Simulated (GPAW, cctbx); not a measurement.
## What do these deviations say about the bonding?

ZnPbO2, P4/nmm (no. 129, origin choice 1), a = 3.9127 Å, b = 3.9127 Å, c = 7.6033 Å, α = 90.00°, β = 90.00°, γ = 90.00°.

```csv
atom,mult.,x,y,z
Pb1,2,0,1/2,0.1680
Zn1,2,0,1/2,0.5864
O1,2,0,1/2,0.8618
O2,2,1/2,1/2,1/2
```

The start was made by putting kin elements into a known structure type; the compound need not exist, or be stable, in this form.

Absolute values of the static structure factors of the conventional cell from DFT (PBE, GPAW) against free spherical atoms, in electrons:

```
hkl  d (Å)  free atoms  crystal
001  7.603       23.59    23.44
002  3.802       40.91    40.40
101  3.479       91.76    91.27
110  2.767      192.03   191.91
102  2.727      153.92   153.16
111  2.600       46.00    47.10
003  2.534      157.59   158.63
112  2.237       59.84    60.45
103  2.127       54.10    54.41
200  1.956      193.25   193.90
```

**Question.** Which way does charge move, and which reflections show it best?

Project each element's phase sum on the total phase. |F| rises if density moves to atoms that scatter in phase and falls if it moves to atoms that scatter against it; the rule is for low angles, since changes of shape take over beyond. Where all elements are in phase the terms compete, and the compactness of the donor's and the acceptor's density matters too.

| hkl | Pb in phase | Zn in phase | O in phase | change (e) | (%) |
| --- | --- | --- | --- | --- | --- |
| 001 | +1.0 | -1.7 | -0.7 | -0.15 | -0.6 |
| 002 | +1.0 | -0.9 | -1.7 | -0.51 | -1.3 |
| 101 | +1.7 | -1.0 | -1.5 | -0.49 | -0.5 |
| 110 | +2.0 | +2.0 | 0.0 | -0.11 | -0.1 |
| 102 | +1.7 | +1.8 | -2.0 | -0.76 | -0.5 |
| 111 | +1.0 | -1.7 | +3.3 | +1.10 | +2.4 |
| 003 | +2.0 | -0.1 | +3.7 | +1.04 | +0.7 |
| 112 | +1.0 | -0.9 | +2.3 | +0.61 | +1.0 |

Low-angle reflections that set elements apart and change by more than 0.05 e: 001, 002, 101, 110, 102, 111, 003 and 112. The signs fit a gain of density on O and a loss on Pb and Zn. The best witness is 111, +2.4 %, where O enters with +3.3. The real-space density agrees: Voronoi charges Pb +0.41, Zn +0.38, O -0.40 e. The shortest bond, Zn–O, has Δρ = +0.03 e/Å³ at its midpoint, low for a shared bond; with the charge transfer this is a polar contact.

[Outputs are excerpts: Python notices, other lines and further rows are left out; steps that failed or that the build refused (PBEsol, TPSS) are not shown.]

[Logs are printed without paths, hosts, clocks, repeated set-up lines and the standing remarks that a program may print on its own settings, such as how far it seeks lower states.]
